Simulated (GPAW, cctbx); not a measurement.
## BeCo3N: deformation density and structure factors from DFT

Aim: compute the bonding part of the density of BeCo3N, find which reflections carry it, and see how it biases an ordinary refinement.

The start was made by putting kin elements into a known structure type; the compound need not exist, or be stable, in this form. All numbers below are calculated.

**1. Relax the structure**

The density hangs on the geometry, so cell and atoms are relaxed first, with the symmetry held. The cutoff is set higher than for the density because stress converges slowly with plane waves.

Settings: GPAW 26.7.0, PBE, 670 eV, 5×5×5 k-points, Fermi–Dirac width 0.1 eV, spin-polarised, BFGS to 0.03 eV/Å.

```text
cell
1.0
     3.529000000    0.000000000    0.000000000
     0.000000000    3.529000000    0.000000000
     0.000000000    0.000000000    3.529000000
Co N Be
3 1 1
Direct
0.500000000 0.000000000 0.500000000
0.500000000 0.500000000 0.000000000
0.000000000 0.500000000 0.500000000
0.500000000 0.500000000 0.500000000
0.000000000 0.000000000 0.000000000
```

```console
$ OMP_NUM_THREADS=1 mpirun -n 4 gpaw python run.py > gpaw.log
```

```text
BFGS:    0      -36.581280        1.657136
BFGS:    1      -36.695246        1.396566
BFGS:    2      -37.013001        0.141997
BFGS:    3      -37.020919        0.015480
cell  3.6473 3.6473 3.6473  90.00 90.00 90.00
volume 48.521 A^3, largest force 0.000 eV/A, largest stress 0.26 GPa
```

After 3 steps the volume has changed by +10.4 % and the energy by -0.440 eV; the largest stress left is 0.26 GPa. With N, O or F the basis is still incomplete for stress at this cutoff, so the printed stress understates the error and the volume may be off by a per cent or two. It took 69 s on 4 cores of Arm Neoverse N1 (shared host), peak memory 0.86 GiB.

Relaxed structure: Pm-3m (no. 221), a = 3.6473 Å, b = 3.6473 Å, c = 3.6473 Å, α = 90.00°, β = 90.00°, γ = 90.00°.

| atom | mult. | x | y | z |
| --- | --- | --- | --- | --- |
| Co1 | 3 | 1/2 | 0 | 1/2 |
| N1 | 1 | 1/2 | 1/2 | 1/2 |
| Be1 | 1 | 0 | 0 | 0 |

**2. The all-electron density**

X-rays see the whole electron density, so the PAW density is rebuilt with its core regions. Subtracting spherical free atoms from the same code cancels the cores and leaves the deformation density Δρ, the part due to bonding.

Settings: PBE, 550 eV, 6×6×6 k-points, Fermi–Dirac width 0.1 eV, spin-polarised; primitive cell of 5 atoms.

```console
$ OMP_NUM_THREADS=1 mpirun -n 4 gpaw python run.py > gpaw.log
```

```text
|iter:   1|       0s |  -36.825581 | +0.49 |       |  +6.0091|
|iter:   2|       1s |  -36.645293 | -1.65 | -0.93 |  +5.9020|
|iter:   3|       2s |  -36.485869 | -1.17 | -0.96 |  +4.3528|
...
|iter:  11|      10s |  -36.638796c| -6.60 | -3.59 |  +2.3997|
|iter:  12|      11s |  -36.638751c| -7.28 | -4.13c|  +2.3987|
|iter:  13|      12s |  -36.638738c| -7.55c| -4.68c|  +2.3990|
```

```text
grid (40, 40, 40)  electrons 92.000  moved by bonding 0.679 e
deformation density beyond 0.5 A of the nuclei: max 0.270, min -0.274 e/A^3
atom        x       y       z   Voronoi charge  moment
Co1    0.5000  0.0000  0.5000      0.037       0.82
Co2    0.5000  0.5000  0.0000      0.037       0.82
Co3    0.0000  0.5000  0.5000      0.037       0.82
N 4    0.5000  0.5000  0.5000     -0.248       0.03
Be5    0.0000  0.0000  0.0000      0.138      -0.01
mean inner potential of superposed free atoms 24.584 V
total magnetic moment 2.399 muB
```

Deformation density in a plane through the shortest contact of the Co atom at the origin, in 0.01 e/Å³ (clipped at ±99); x from -1.6 to 3.4 Å, y from 2.4 down to -2.4 Å:

```text
-13  -3  -1   0  -1  -1   0  -1  -2  -6 -22 -11  -3  -1   0  -1
  .   2  -1  -1   0   0   0  -1   0   .   .   .   2  -1  -1   0
  .   2  -1  -1   0   0   0  -1  -1   2   .   .   2  -1  -1   0
-11  -4  -1   0  -1  -1  -1  -1  -2  -6 -17 -10  -3  -1   0  -1
  7   3  -1  -2  -1  -1  -1  -2   1   5   8   7   2  -1  -2  -1
 11   7   2  -6   3   .  -2  -4   6   9   .  11   7   1  -6   2
  .  14   6 -21   .   .   .  -6  10   .   .   .  14   4 -26   .
 11   7   2  -6   3   .  -2  -4   6   9   .  11   7   1  -6   2
  7   3  -1  -2  -1  -1  -1  -2   1   5   8   7   2  -1  -2  -1
-11  -4  -1   0  -1  -1  -1  -1  -2  -6 -17 -10  -3  -1   0  -1
  .   2  -1  -1   0   0   0  -1  -1   2   .   .   2  -1  -1   0
  .   2  -1  -1   0   0   0  -1   0   .   .   .   2  -1  -1   0
-13  -3  -1   0  -1  -1   0  -1  -2  -6 -22 -11  -3  -1   0  -1
```

Atoms in or within 0.15 Å of the plane: Co (0.0, 0.0), Co (1.8, 1.8), Co (1.8, -1.8), N (1.8, 0.0) Å. Dots mark points within about 0.45 Å of a nucleus; large values next to them are atomic features.

N gains most (-0.25 e) and Be loses most (+0.14 e), as electronegativity suggests. Such charges fall far short of formal ones, since overlapping free atoms already put density on their neighbours. Along the shortest contact from the Co atom at the map's origin, Co–N at 1.82 Å, Δρ is +0.05 e/Å³ at the midpoint and highest, +0.14, 1.29 Å from Co (points within 0.5 Å of a nucleus left out): little sits at the middle, as in a polar contact, whose build-up shifts to the more electronegative atom. At the midpoints of other shortest contacts it is -0.01 (Co–Co, 2.58 Å), 0.00 (Co–Be, 2.58 Å) and -0.01 (N–Be, 3.16 Å) e/Å³. Point values carry grid noise of about 0.01 e/Å³. The cell's moment is 2.40 μB; the largest inside an atomic sphere is 0.82 μB. The run needed 13 iterations, 22 s.

**3. Structure factors**

The Fourier components of Δρ, added to those of the free atoms, give the static X-ray structure factors; the Mott–Bethe relation turns them into the Fourier components V of the potential that fast electrons feel.

```text
static structure factors of the conventional cell: F in electrons, V (Mott-Bethe) in volts
   h  k  l      d  |F| table  |F| free   |F| DFT   change   |V| free  |V| DFT  change %
   0  1  0  3.6473    26.372    26.320    26.544    0.223     4.624    4.343     -6.1
   0  1  1  2.5790    14.555    14.489    14.432   -0.058     0.949    0.985      3.8
   1  1  1  2.1058    57.276    56.950    56.860   -0.090     8.818    8.855      0.4
   0  2  0  1.8237    60.944    60.604    60.750    0.146     9.864    9.818     -0.5
   0  2  1  1.6311    18.970    18.883    19.013    0.130     2.794    2.761     -1.2
   1  2  1  1.4890    12.077    12.008    11.888   -0.119     0.836    0.861      3.0
   0  2  2  1.2895    49.111    48.991    48.998    0.007     6.756    6.755     -0.0
   1  2  2  1.2158    15.208    15.197    15.228    0.031     2.067    2.063     -0.2
   0  3  0  1.2158    15.208    15.197    14.928   -0.269     2.067    2.105      1.8
   0  3  1  1.1534    10.119    10.098    10.213    0.115     0.742    0.727     -2.0
   1  3  1  1.0997    39.122    39.074    39.082    0.007     4.447    4.446     -0.0
   2  2  2  1.0529    41.778    41.774    41.768   -0.006     5.260    5.261      0.0
   0  3  2  1.0116    12.929    12.950    12.804   -0.146     1.648    1.662      0.9
   1  3  2  0.9748     8.704     8.703     8.762    0.059     0.655    0.650     -0.8
```

The largest X-ray change is -0.27 e on 030, 1.8 % of |F|. For electrons V goes as (Z − F)/g², so a change of F counts against Z − F, which is small at low angle and wherever the atoms' terms cancel: |V| of 010 moves by -6.1 % (4.62 to 4.34 V) against +0.8 % in |F|. The last three rows still change by up to 0.15 e, so the effect has not died out in this range. The tabulated Hartree–Fock atoms differ from the free DFT atoms by up to 0.34 e, so the choice of reference atom matters too.

**4. Which functional?**

The same geometry is run with other functionals, to see whether the bonding signal is larger than the spread between approximations. Free atoms are LDA for LDA and PBE otherwise; meta-GGAs and hybrids keep PBE cores. Any other changed setting is in the row's label.

| run | ΔF 030 (e) | ΔF 010 (e) | ΔF 020 (e) | q(N) (e) | moved (e) | time |
| --- | --- | --- | --- | --- | --- | --- |
| PBE | -0.269 | +0.223 | +0.146 | -0.248 | 0.679 | 22 s |
| LDA | -0.283 | +0.217 | +0.139 | -0.221 | 0.681 | 31 s |
| r2SCAN | -0.277 | +0.246 | +0.183 | -0.284 | 0.775 | 45 s |

At the base's settings ΔF(030) spans -0.283 to -0.269 e, a spread of 5 % of the PBE value; over the three listed reflections the spread is at most 30 %, so the sign holds and the size hangs on the functional. The magnetic state differs between the runs (cell moments PBE 2.40, LDA 0.29, r2SCAN 3.45 μB), and that enters the spread. Times are from shared hosts.

**5. Refining ordinary atoms against data with bonding**

Routine crystallography fits spherical atoms. To see the bias, intensities are simulated from tabulated atoms plus the DFT change ΔF, so that bonding alone can misfit (3190 reflections of the full sphere, merged to the counts below, to 0.4 Å, 1.5 % proportional noise plus counting noise, assumed isotropic U as listed, Δρ smeared by the mean U) and refined with cctbx over different ranges.

| range | data | R1 | GooF | U Co1 (true 0.0048) | U N1 (true 0.007) | U Be1 (true 0.0077) | largest shift (Å) | Δρ max, min (e/Å³) |
| --- | --- | --- | --- | --- | --- | --- | --- | --- |
| all data | 113 | 0.0039 | 1.59 | 0.0048 | 0.0070 | 0.0080 | 0.0000 | 0.31, -0.57 |
| low resolution, d > 0.84 | 19 | 0.0038 | 2.66 | 0.0050 | 0.0069 | 0.0084 | 0.0000 | 0.12, -0.17 |
| high order, d < 0.75 | 90 | 0.0040 | 1.34 | 0.0048 | 0.0070 | 0.0080 | 0.0000 | 0.25, -0.47 |
| occupancies free, d > 0.7 | 30 | 0.0036 | 2.29 | 0.0049 | 0.0076 | 0.0086 | 0.0000 | 0.16, -0.26 |

With all data GooF is 1.59, so the misfit of spherical atoms stands above the noise; the top residual peak lies 0.00 Å from Co and 1.82 Å from N, on the atom. No U is off by more than 3 s.u. at low resolution. Symmetry fixes every coordinate, so the shifts are zero by construction. With Co1 held at 1 and the scale free, the other occupancies refine to N1 1.020(0.016) and Be1 1.008(0.036), within three s.u. of full.

**6. Answer**

Bonding moves 0.68 e in the primitive cell of BeCo3N and changes the structure factors of the conventional cell in the table above by at most 0.27 e (030, 1.8 %). The shortest bond, Co–N, has Δρ = +0.05 e/Å³ at its midpoint, low for a shared bond; with the charge transfer this is a polar contact. At the base's settings ΔF(030) spans -0.283 to -0.269 e, a spread of 5 % of the PBE value; over the three listed reflections the spread is at most 30 %, so the sign holds and the size hangs on the functional. With all data GooF is 1.59, so the misfit of spherical atoms stands above the noise. Limits: static density, frozen cores, no spin–orbit coupling; the cell was relaxed below the cutoff at which stress converges for N, O or F; a ferromagnetic start is the only order tried, and the real ground state may be antiferromagnetic or insulating; no Hubbard U on Co.

[Outputs are excerpts: Python notices, other lines and further rows are left out; steps that failed or that the build refused (PBEsol, TPSS) are not shown.]

[Logs are printed without paths, hosts, clocks, repeated set-up lines and the standing remarks that a program may print on its own settings, such as how far it seeks lower states.]
